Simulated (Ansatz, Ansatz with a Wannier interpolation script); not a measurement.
Rows from a G0W0 calculation on SiC (Moissanite) (Ansatz 0.2.0; G0W0 on LDA, plane waves, PAW; PAW set soft_1; 9×9×4 mesh, 190 empty bands, screening to 160 eV, PAW set soft_1 files), in eV. Spin-orbit coupling is left out.

| row | k | band | start | Σx | Σc at the solution | Vxc |
| --- | --- | --- | --- | --- | --- | --- |
| A | Γ | c2 | 15.559 | -9.316 | -5.290 | -15.202 |
| B | (0.333, 0.333, 0.000) | v1 | 5.495 | -17.900 | 2.928 | -14.303 |
| C | (0.333, 0.333, 0.000) | c2 | 17.393 | -6.796 | -5.749 | -13.255 |
| D | (0.333, 0.333, 0.000) | c1 | 11.756 | -6.125 | -4.218 | -10.810 |
| E | Γ | v1 | 9.543 | -18.001 | 1.706 | -15.847 |
| F | Γ | c1 | 14.121 | -9.388 | -4.852 | -14.896 |

Give the quasiparticle energies and the shift of each level.

The quasiparticle equation reads E = start + Σx + Σc(E) − Vxc.

| row | E (eV) | shift (eV) |
| --- | --- | --- |
| A | 16.154 | +0.596 |
| B | 4.827 | −0.668 |
| C | 18.103 | +0.710 |
| D | 12.224 | +0.467 |
| E | 9.095 | −0.448 |
| F | 14.777 | +0.656 |

The gap over the computed points goes from 2.21 eV to 3.13 eV.

Limits: not at the basis limit.

[Runs of the session that timed out or met a known fault of the program may be left out.]

[Hosts, paths, dates, database ids (printed as entryN), source tags and the programs' standing remarks are cut or masked in the printed files.]
